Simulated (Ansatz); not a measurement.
## Work function of Li(100): what the settings cost and change

How thick a slab and how much vacuum does the work function of Li(100) need?

Program: Ansatz 0.2.0. Level of theory: plane-wave DFT, PBE, Ansatz PAW. Results are calculated unless marked as measured.

## 1. Starting point

The cell holds 1 atom: 1 Li. Cell: a = 3.490 Å, b = 3.490 Å, c = 18.000 Å, α = 90.0°, β = 90.0°, γ = 90.0°. Vacuum lies along c.

## 2. Run, setting 1 layer

A work function rests on the faint tail of the density, so the SCF threshold is tight. The slab grows from one layer, at fixed mesh and 18 Å of vacuum; then the vacuum is varied on one slab.

Contents of input.yaml:

```yaml
crystal:
  lattice:
    - [3.49, 0.0, 0.0]
    - [0.0, 3.49, 0.0]
    - [0.0, 0.0, 18.0]
  atoms:
    - { symbol: Li, position: [0.5, 0.5, 0.5] }
kpoints:
  mp_grid: { grid: [12, 12, 1] }
hamiltonian:
  xc: pbe
scf:
  occupations: { method: fermi_dirac, width: 0.1 }
  convergence: { dr2_threshold: 1.0e-09 }
efield:
  axis: 3
  dipole_correction: true
  ramp_position: 0.97
  ramp_width: 0.06
output:
  write_potential: true
  write_density: true
  volumetric_format: npy
  elf: true
```

Command:

```bash
ansatz run input.yaml --threads 2 --pin off --max-ram 3072MiB --backend cpu --events-out ev --progress --plain --runs-dir out
```

Numbers of over 12 decimals in the logs are rounded to 6 here.

The program printed:

```text
Engine: ansatz 0.2.0, x86_64-unknown-linux-gnu
Pseudopotentials: kind: paw
Pseudopotential: Li, paw, valence charge 3, recommended cutoff 420 eV (normal), Li.paw.azcp
Functional definition: PBE
  parameter kappa = 0.804
  parameter beta = 0.066725
  exchange = pbe_x(kappa = kappa, mu = beta*pi^2/3)
  correlation = pbe_c(beta = beta)
Crystal: 1 atoms, lattice volume = 219.242 Å³
Basis set: ecut = 420 eV, 4249 PW (Γ)
Bands: 6, of which v1, the nominal top of the filled ones, is band 2 counted from 1 (1 counted from 0)
Symmetry: 8 space group operations
k-points: 28 of 144
Non-local potential: Li, projectors of the file, l = 0: 3, l = 1: 2, l = 2: 1
PAW form: soft (Blöchl's): semilocal exchange-correlation on the pseudo side does not see the compensation charge
PAW one-centre angular grid: Li, 110 points (default); XC on 64 Gauss nodes
Initial density: superposition of atomic densities (neutral atoms: chi_scale 0, normalization atom), corrected by the library's trained network
Initial wavefunctions: pseudopotential atomic-orbital guess
Functional: x = pbe(κ = 0.804, μ = 0.219515), c = pbe(β = 0.066725)
SCF iter   1: F=—  HF=-203.978057 eV  |F-HF|=—  |Δ(HF+E_count)|=         —  Δρ=3.60e-4  dr2=4.54e-4  ethr=1.77e-3  p=0.000 e·Å  D=1.60e-15 V/Å  ΔV_dip=-0.00 eV  dr2_dipole=3.21e-12  V_vac-E_F(+/−)=3.19/3.19 eV  ⟨swp⟩=5.1  Hψ=1459  notcnv=0
efield: sawtooth ramp at fractional position 0.9700 (set: `efield.ramp_position`, or a place that a band, a saddle search or an elastic batch's reference lends), width 0.0600; the density the first Hamiltonian is built on has a dipole p = 0.000 e·Å; the dipole correction subtracts the counter field D = 1.60e-15 V/Å, which shifts the + side's vacuum level by -0.00 eV against the − side's; the planar-averaged density in the ramp window peaks in size at 4.5e-6 e/Å³
preconditioner: auto → LDOS  [insulator: Δε(μ)=0.290 eV  Ē_g=4.392 eV  σ=0.100 eV  W_gap=0.59  n_scr=6 (ndim 8)  ℏωp=2.5 eV  f_vac=0.664  D(μ)=0.62/eV (n_scr^D=4)  ε∞_Penn≈1.3  β→1.0]
SCF iter   2: F=—  HF=-203.979682 eV  |F-HF|=—  |Δ(HF+E_count)|=   1.63e-3  Δρ=9.42e-5  dr2=5.82e-5  ethr=1.51e-5  p=-0.000 e·Å  D=-5.20e-7 V/Å  ΔV_dip=0.00 eV  dr2_dipole=1.86e-11  V_vac-E_F(+/−)=3.25/3.25 eV  ⟨swp⟩=2.1  Hψ=512  notcnv=0
SCF iter   3: F=—  HF=-203.979726 eV  |F-HF|=—  |Δ(HF+E_count)|=   4.39e-5  Δρ=2.80e-5  dr2=6.30e-6  ethr=1.94e-6  p=0.000 e·Å  D=1.36e-6 V/Å  ΔV_dip=-0.00 eV  dr2_dipole=2.17e-11  V_vac-E_F(+/−)=3.25/3.25 eV  ⟨swp⟩=1.6  Hψ=184  notcnv=0
SCF iter   4: F=—  HF=-203.979728 eV  |F-HF|=—  |Δ(HF+E_count)|=   2.42e-6  Δρ=3.51e-6  dr2=3.94e-8  ethr=2.10e-7  p=-0.000 e·Å  D=-1.23e-6 V/Å  ΔV_dip=0.00 eV  dr2_dipole=1.39e-11  V_vac-E_F(+/−)=3.24/3.24 eV  ⟨swp⟩=1.6  Hψ=184  notcnv=0
SCF iter   5: F=—  HF=-203.979727 eV  |F-HF|=—  |Δ(HF+E_count)|=   1.26e-6  Δρ=7.06e-7  dr2=1.79e-9  ethr=1.31e-9  p=0.000 e·Å  D=1.92e-7 V/Å  ΔV_dip=-0.00 eV  dr2_dipole=2.63e-13  V_vac-E_F(+/−)=3.24/3.24 eV  ⟨swp⟩=2.2  Hψ=218  notcnv=0
SCF iter   6: F=-203.979727 eV  HF=-203.979727 eV  |F-HF|=9.69e-11  |Δ(HF+E_count)|=   4.86e-9  Δρ=1.46e-7  dr2=9.34e-11  ethr=3.33e-11  p=-0.000 e·Å  D=-7.57e-8 V/Å  ΔV_dip=0.00 eV  dr2_dipole=4.55e-14  V_vac-E_F(+/−)=3.24/3.24 eV  ⟨swp⟩=4.1  Hψ=734  notcnv=0
SCF 1 converged in 6 iterations: F = -203.979727 eV  dr2 = 9.34e-11
  greatest PAW one-centre occupation: 1.000 electrons in one spin orbital (limit 2), on the Li atom at site 0 (counted from 0), in its partial waves of l = 0
WARN: The output density's exchange-correlation potential varies sharply where the density is thin. Do not read a vacuum level from v_tot or v_xc, or from such a field of the output density. On a cell that repeats whose density bears no net charge and no dipole along the vacuum's axis use v_es (v_loc + v_h of the components); under efield.dipole_correction with no amplitude use v_es + v_field, which holds any externa [...]
SCF converged after 6 iterations
Free energy (F): -203.979727 eV
Harris-Foulkes:  -203.979727 eV  (|F-HF|=9.69e-11)
Internal energy: -203.958533 eV  (E = F + TS)
E sigma→0 (E₀):  -203.969130 eV
Entropy (-TS):   -0.021194 eV (-21.194 meV/atom)
Fermi energy:    -2.683003 eV
Dipole field:    D = 0.000000 V/Å  (p = 0.000000 e·Å, saw-weighted, corrected)
Work function:   Φ+ = 3.2393 eV   Φ− = 3.2393 eV
Levels:          The Fermi level and band energies are counted from a zero that moves with the ramp; work functions are not
--- Per-component energies (eV) ---
  E_band       = -104.994987
  E_kinetic    = 19.484563
  E_local      = -309.115043  (includes V_loc(G=0)·N_el)
  E_nonlocal   = -33.394878
  E_hartree    = 120.960362
  E_xc         = -8.813180
  E_vxc        = -11.305712  (∫ρ·V_xc dr)
  E_paw        = -20.944689  (= ΣΔE_a)
  E_vpaw       = -12.584533  (= ΣTr[D̂ρ^β])
  E_aug_tail   = 0.000015  (compensation charges beyond the density's cutoff)
  E_efield     = 0.000000  (sawtooth field / dipole correction)
  E_vefield    = 0.000000  (∫n·V_field dr)
  E_ewald      = 27.864316
  E_smearing   = -0.021194  (= −TS)
  E_closure    = 0.000000  (closes the sum)
  Σ components = -203.979727   (vs F -203.979727, Δ=0.00e0)
--- Band table (eV; the first three rows and the last of 28) ---
  k-point 0: bands = ["-50.7603", "-4.2915", "-1.8794", "0.1517", "0.8312", "1.0931"]
  k-point 1: bands = ["-50.7602", "-4.2205", "-1.7958", "0.2346", "0.9160", "1.1753"]
  k-point 2: bands = ["-50.7600", "-4.0083", "-1.5456", "0.4812", "1.1697", "1.4163"]
  k-point 27: bands = ["-50.7581", "-0.0276", "-0.0276", "2.0155", "2.4898", "2.8727"]
```

The job ended after 7.6 s (2 threads of AMD EPYC 7R43, shared host; peak memory 0.45 GiB).

The column dr2 measures how far the density is from self-consistency, as an energy; F and HF (Harris–Foulkes) agree once it is small.

This step gave:

- energy at zero smearing: -203.9691 eV
- work function, upper face: 3.239 eV

Running mean over 1.745 Å of the planar mean; the ramp of the sawtooth is left out. The electron's electrostatic potential energy less the Fermi level by z:

```csv
z (Å),electron's electrostatic potential energy less the Fermi level (eV)
2.88,3.24
3.17,3.24
3.60,3.24
3.89,3.24
4.18,3.24
4.46,3.24
4.90,3.23
5.18,3.23
5.47,3.22
5.90,3.19
6.19,3.15
6.48,3.09
6.91,2.89
7.20,2.66
7.49,2.29
7.78,1.69
8.21,0.378
8.50,-0.401
8.78,-0.834
9.22,-0.834
9.50,-0.401
9.79,0.378
10.22,1.69
10.51,2.29
10.80,2.66
11.09,2.89
11.52,3.09
11.81,3.15
12.10,3.19
12.53,3.22
12.82,3.23
13.10,3.23
13.54,3.24
13.82,3.24
14.11,3.24
14.40,3.24
14.83,3.24
15.12,3.24
```

ELF in the ca plane at fractional y = 0.500, with atoms of Li within 0.2 Å of it. It is the smooth field of the valence electrons, not physical close to the nuclei.

Ten even steps from '0' (0.00 × 1e-1) to '9' (9.82 × 1e-1), each cell a mean:
```
00000000000000001367877886421000000000000000
00000000000000001355311245421000000000000000
00000000000000001231034102321000000000000000
00000000000000001220199601210000000000000000
00000000000000001220079301210000000000000000
00000000000000001243001014321000000000000000
00000000000000001356644566421000000000000000
00000000000000001467888887521000000000000000
```
Columns run along c (18.0 Å), rows up along a (3.5 Å). Atoms in or near the plane, at fractional coordinates: Li at (0.50, 0.50).

Electrostatic potential energy in the ca plane at fractional y = 0.500, with atoms of Li within 0.2 Å of it. With pseudopotentials it is smooth inside the atoms' cores, unlike the true potential.

Values in eV, 5 rows by 16 columns, each cell a mean:
```
 0.6  0.6  0.6  0.6  0.5  0.5  0.0 -1.7 -2.1 -0.2  0.5  0.5  0.6  0.6  0.6  0.6
 0.6  0.6  0.6  0.6  0.5  0.4 -0.6 -5.9 -6.9 -1.1  0.4  0.5  0.6  0.6  0.6  0.6
 0.6  0.6  0.6  0.6  0.5  0.4 -0.9 -7.4 -8.3 -1.6  0.3  0.5  0.6  0.6  0.6  0.6
 0.6  0.6  0.6  0.6  0.5  0.4 -0.4 -4.7 -5.7 -0.8  0.4  0.5  0.6  0.6  0.6  0.6
 0.6  0.6  0.6  0.6  0.6  0.5  0.1 -1.1 -1.4  0.0  0.5  0.5  0.6  0.6  0.6  0.6
```
Columns run along c (18.0 Å; values clipped at the 3rd and 97th percentile), rows up along a (3.5 Å). Atoms in or near the plane, at fractional coordinates: Li at (0.50, 0.50).

Valence density in the ca plane at fractional y = 0.500, with atoms of Li within 0.2 Å of it. It is the smooth field of the valence electrons, not physical close to the nuclei.

Ten steps, logarithmic in the rise over the least value, from '0' (0.0 e/Å³) to '9' (6.5 e/Å³), each cell a mean:
```
00000000000000000000000000000000000000000000
00000000000000000000001000000000000000000000
00000000000000000000145200000000000000000000
00000000000000000000289600000000000000000000
00000000000000000000178400000000000000000000
00000000000000000000012100000000000000000000
00000000000000000000000000000000000000000000
00000000000000000000000000000000000000000000
```
Columns run along c (18.0 Å), rows up along a (3.5 Å). Atoms in or near the plane, at fractional coordinates: Li at (0.50, 0.50).

The work function is 3.239 eV.

## 3. Slab, 2 atoms

System of this step: Li(100). The cell holds 2 atoms: 2 Li. Cell: a = 3.490 Å, b = 3.490 Å, c = 19.745 Å, α = 90.0°, β = 90.0°, γ = 90.0°. Vacuum lies along c.

input.yaml, the sections that differ from step 2:

```yaml
crystal:
  lattice:
    - [3.49, 0.0, 0.0]
    - [0.0, 3.49, 0.0]
    - [0.0, 0.0, 19.745]
  atoms:
    - { symbol: Li, position: [0.5, 0.5, 0.4558115979] }
    - { symbol: Li, position: [0.0, 0.0, 0.5441884021] }
output:
  write_potential: true
  write_density: true
  volumetric_format: npy
# kpoints, hamiltonian, scf, efield: as in step 2
```

The program printed:

```text
[...]
Crystal: 2 atoms, lattice volume = 240.496 Å³
Basis set: ecut = 420 eV, 4653 PW (Γ)
Bands: 7, of which v1, the nominal top of the filled ones, is band 3 counted from 1 (2 counted from 0)
Symmetry: 8 space group operations
k-points: 28 of 144
[...]
Free energy (F): -408.670214 eV
[...]
Internal energy: -408.625899 eV  (E = F + TS)
E sigma→0 (E₀):  -408.648056 eV
Entropy (-TS):   -0.044315 eV (-22.158 meV/atom)
Fermi energy:    -2.212028 eV
Dipole field:    D = 0.000001 V/Å  (p = 0.000001 e·Å, saw-weighted, corrected)
Work function:   Φ+ = 3.0416 eV   Φ− = 3.0415 eV
[...]
--- Band table (eV; the first three rows and the last of 28) ---
[...]
[key lines of the parts left out:]
SCF converged after 6 iterations
```

The job ended after 9.3 s (2 threads; peak memory 0.43 GiB; 12 s of CPU time).

The work function is 3.042 eV, -0.198 eV from the run “1 layer”, at 1.3 times its CPU time.

## 4. Run, 3 atoms

System of this step: Li(100). The cell holds 3 atoms: 3 Li. Its edges and angles: a = 3.490 Å, b = 3.490 Å, c = 21.490 Å, α = 90.0°, β = 90.0°, γ = 90.0°. Vacuum lies along c.

input.yaml, the sections that differ from step 3:

```yaml
crystal:
  lattice:
    - [3.49, 0.0, 0.0]
    - [0.0, 3.49, 0.0]
    - [0.0, 0.0, 21.49]
  atoms:
    - { symbol: Li, position: [0.0, 0.0, 0.4187994416] }
    - { symbol: Li, position: [0.5, 0.5, 0.5] }
    - { symbol: Li, position: [0.0, 0.0, 0.5812005584] }
# kpoints, hamiltonian, scf, efield, output: as in step 3
```

The program printed:

```text
[...]
Crystal: 3 atoms, lattice volume = 261.750 Å³
Basis set: ecut = 420 eV, 5083 PW (Γ)
Bands: 9, of which v1, the nominal top of the filled ones, is band 5 counted from 1 (4 counted from 0)
Symmetry: 8 space group operations
k-points: 28 of 144
[...]
Free energy (F): -613.383399 eV
[...]
Internal energy: -613.335083 eV  (E = F + TS)
E sigma→0 (E₀):  -613.359241 eV
Entropy (-TS):   -0.048316 eV (-16.105 meV/atom)
Fermi energy:    -1.882832 eV
Dipole field:    D = -0.000000 V/Å  (p = -0.000000 e·Å, saw-weighted, corrected)
Work function:   Φ+ = 2.9294 eV   Φ− = 2.9295 eV
[...]
--- Band table (eV; the first three rows and the last of 28) ---
[...]
[key lines of the parts left out:]
SCF converged after 6 iterations
```

The job ended after 11 s (2 threads; peak memory 0.44 GiB; 13 s of CPU time).

The work function is 2.929 eV, -0.112 eV from the run “2 layers”, at 1.1 times its CPU time.

## 5. Run, 4 atoms

System of this step: Li(100). The cell holds 4 atoms: 4 Li. Its edges and angles: a = 3.490 Å, b = 3.490 Å, c = 23.235 Å, α = 90.0°, β = 90.0°, γ = 90.0°. Vacuum lies along c.

input.yaml, the sections that differ from step 4:

```yaml
crystal:
  lattice:
    - [3.49, 0.0, 0.0]
    - [0.0, 3.49, 0.0]
    - [0.0, 0.0, 23.235]
  atoms:
    - { symbol: Li, position: [0.5, 0.5, 0.3873466753] }
    - { symbol: Li, position: [0.0, 0.0, 0.4624488918] }
    - { symbol: Li, position: [0.5, 0.5, 0.5375511082] }
    - { symbol: Li, position: [0.0, 0.0, 0.6126533247] }
# kpoints, hamiltonian, scf, efield, output: as in step 4
```

The program printed:

```text
[...]
Crystal: 4 atoms, lattice volume = 283.005 Å³
Basis set: ecut = 420 eV, 5441 PW (Γ)
Bands: 10, of which v1, the nominal top of the filled ones, is band 6 counted from 1 (5 counted from 0)
Symmetry: 8 space group operations
k-points: 28 of 144
[...]
Free energy (F): -818.062616 eV
[...]
Internal energy: -817.985749 eV  (E = F + TS)
E sigma→0 (E₀):  -818.024182 eV
Entropy (-TS):   -0.076867 eV (-19.217 meV/atom)
Fermi energy:    -1.782222 eV
Dipole field:    D = 0.000000 V/Å  (p = 0.000000 e·Å, saw-weighted, corrected)
Work function:   Φ+ = 3.0976 eV   Φ− = 3.0976 eV
[...]
--- Band table (eV; the first three rows and the last of 28) ---
[...]
[key lines of the parts left out:]
SCF converged after 7 iterations
```

Wall time 14 s (2 threads); peak memory 0.47 GiB; 17 s of CPU time.

The work function is 3.098 eV, +0.168 eV from the run “3 layers”, at 1.3 times its CPU time.

## 6. Slab, 5 atoms

System of this step: Li(100). The cell holds 5 atoms: 5 Li. Its edges and angles: a = 3.490 Å, b = 3.490 Å, c = 24.980 Å, α = 90.0°, β = 90.0°, γ = 90.0°. Vacuum lies along c.

input.yaml, the sections that differ from step 5:

```yaml
crystal:
  lattice:
    - [3.49, 0.0, 0.0]
    - [0.0, 3.49, 0.0]
    - [0.0, 0.0, 24.98]
  atoms:
    - { symbol: Li, position: [0.0, 0.0, 0.3602882306] }
    - { symbol: Li, position: [0.5, 0.5, 0.4301441153] }
    - { symbol: Li, position: [0.0, 0.0, 0.5] }
    - { symbol: Li, position: [0.5, 0.5, 0.5698558847] }
    - { symbol: Li, position: [0.0, 0.0, 0.6397117694] }
# kpoints, hamiltonian, scf, efield, output: as in step 5
```

The program printed:

```text
[...]
Crystal: 5 atoms, lattice volume = 304.259 Å³
Basis set: ecut = 420 eV, 5903 PW (Γ)
Bands: 13, of which v1, the nominal top of the filled ones, is band 8 counted from 1 (7 counted from 0)
Symmetry: 8 space group operations
k-points: 28 of 144
[...]
k-point 1: bands = [... 4 lower, -48.0933, -4.7313, -3.9947, -2.8082, -1.5257, -0.2728, 1.0415, 1.3952, ... 1 higher]
  k-point 2: bands = [... 4 lower, -48.0937, -4.5366, -3.7999, -2.6121, -1.3269, -0.0780, 1.2226, 1.5872, ... 1 higher]
  k-point 27: bands = [... 4 lower, -48.0940, -0.9741, -0.9741, -0.0583, -0.0583, 1.5162, 1.5162, 1.5351, ... 1 higher]
[key lines of the parts left out:]
SCF converged after 6 iterations
Free energy (F): -1022.756097 eV
Fermi energy:    -1.516715 eV
Dipole field:    D = -0.000000 V/Å  (p = -0.000000 e·Å, saw-weighted, corrected)
Work function:   Φ+ = 2.9639 eV   Φ− = 2.9639 eV
```

Elapsed: 19 s, on 2 threads; peak memory 0.49 GiB; 24 s of CPU time.

The work function is 2.964 eV, -0.134 eV from the run “4 layers”, at 1.4 times its CPU time.

## 7. Slab, 6 atoms

System of this step: Li(100). The cell holds 6 atoms: 6 Li. Its edges and angles: a = 3.490 Å, b = 3.490 Å, c = 26.725 Å, α = 90.0°, β = 90.0°, γ = 90.0°. Vacuum lies along c.

input.yaml, the sections that differ from step 6:

```yaml
crystal:
  lattice:
    - [3.49, 0.0, 0.0]
    - [0.0, 3.49, 0.0]
    - [0.0, 0.0, 26.725]
  atoms:
    - { symbol: Li, position: [0.5, 0.5, 0.3367633302] }
    - { symbol: Li, position: [0.0, 0.0, 0.4020579981] }
    - { symbol: Li, position: [0.5, 0.5, 0.467352666] }
    - { symbol: Li, position: [0.0, 0.0, 0.532647334] }
    - { symbol: Li, position: [0.5, 0.5, 0.5979420019] }
    - { symbol: Li, position: [0.0, 0.0, 0.6632366698] }
# kpoints, hamiltonian, scf, efield, output: as in step 6
```

The program printed:

```text
[...]
Crystal: 6 atoms, lattice volume = 325.513 Å³
Basis set: ecut = 420 eV, 6293 PW (Γ)
Bands: 15, of which v1, the nominal top of the filled ones, is band 9 counted from 1 (8 counted from 0)
Symmetry: 8 space group operations
k-points: 28 of 144
[...]
k-point 1: bands = [... 5 lower, -47.9723, -4.6700, -4.1274, -3.2118, -2.0750, -0.9442, 0.2361, 1.3114, ... 2 higher]
  k-point 2: bands = [... 5 lower, -47.9731, -4.4754, -3.9330, -3.0178, -1.8809, -0.7512, 0.4148, 1.4879, ... 2 higher]
  k-point 27: bands = [... 5 lower, -47.9760, -0.9250, -0.9250, -0.2498, -0.2498, 0.9210, 0.9210, 1.6823, ... 2 higher]
[key lines of the parts left out:]
SCF converged after 6 iterations
Free energy (F): -1227.455285 eV
Fermi energy:    -1.408270 eV
Dipole field:    D = 0.000001 V/Å  (p = 0.000002 e·Å, saw-weighted, corrected)
Work function:   Φ+ = 3.0364 eV   Φ− = 3.0364 eV
```

The job ended after 20 s (2 threads; peak memory 0.52 GiB).

The work function is 3.036 eV, +0.073 eV from the run “5 layers”, at 1.1 times its CPU time.

## 8. Slab, 8 atoms

System of this step: Li(100). The cell holds 8 atoms: 8 Li. Cell: a = 3.490 Å, b = 3.490 Å, c = 30.215 Å, α = 90.0°, β = 90.0°, γ = 90.0°. Vacuum lies along c.

input.yaml, the sections that differ from step 7:

```yaml
crystal:
  lattice:
    - [3.49, 0.0, 0.0]
    - [0.0, 3.49, 0.0]
    - [0.0, 0.0, 30.215]
  atoms:
    - { symbol: Li, position: [0.5, 0.5, 0.2978652987] }
    - { symbol: Li, position: [0.0, 0.0, 0.3556180705] }
    - { symbol: Li, position: [0.5, 0.5, 0.4133708423] }
    - { symbol: Li, position: [0.0, 0.0, 0.4711236141] }
    - { symbol: Li, position: [0.5, 0.5, 0.5288763859] }
    - { symbol: Li, position: [0.0, 0.0, 0.5866291577] }
    - { symbol: Li, position: [0.5, 0.5, 0.6443819295] }
    - { symbol: Li, position: [0.0, 0.0, 0.7021347013] }
# kpoints, hamiltonian, scf, efield, output: as in step 7
```

The program printed:

```text
[...]
Crystal: 8 atoms, lattice volume = 368.022 Å³
Basis set: ecut = 420 eV, 7105 PW (Γ)
Bands: 20, of which v1, the nominal top of the filled ones, is band 12 counted from 1 (11 counted from 0)
Symmetry: 8 space group operations
k-points: 28 of 144
[...]
k-point 1: bands = [... 8 lower, -4.4560, -4.1319, -3.5676, -2.7898, -1.8747, -0.9330, 0.0333, 1.0870, ... 4 higher]
  k-point 2: bands = [... 8 lower, -4.2614, -3.9375, -3.3740, -2.5977, -1.6845, -0.7458, 0.2086, 1.2272, ... 4 higher]
  k-point 27: bands = [... 8 lower, -0.7258, -0.7258, -0.3181, -0.3181, 0.3932, 0.3932, 1.3981, 1.3981, ... 4 higher]
[key lines of the parts left out:]
SCF converged after 7 iterations
Free energy (F): -1636.836877 eV
Fermi energy:    -1.116986 eV
Dipole field:    D = -0.000000 V/Å  (p = -0.000000 e·Å, saw-weighted, corrected)
Work function:   Φ+ = 2.9902 eV   Φ− = 2.9902 eV
```

Run time: 32 s. Hardware: 2 threads; peak memory 0.6 GiB.

The work function is 2.990 eV, -0.046 eV from the run “6 layers”, at 1.6 times its CPU time.

(Part 1 of 2 ends here.)

[Logs are printed without paths, hosts, clocks, repeated set-up lines and the standing remarks that a program may print on its own settings, such as how far it seeks lower states.]

[Hosts, paths, dates, database ids (printed as entryN), source tags and the programs' standing remarks are cut or masked in the printed files.]

[Maps of the electrostatic potential energy from Ansatz leave out the sawtooth potential of an applied field or a dipole correction, so their vacuum need not be flat; planar profiles and work functions include it.]
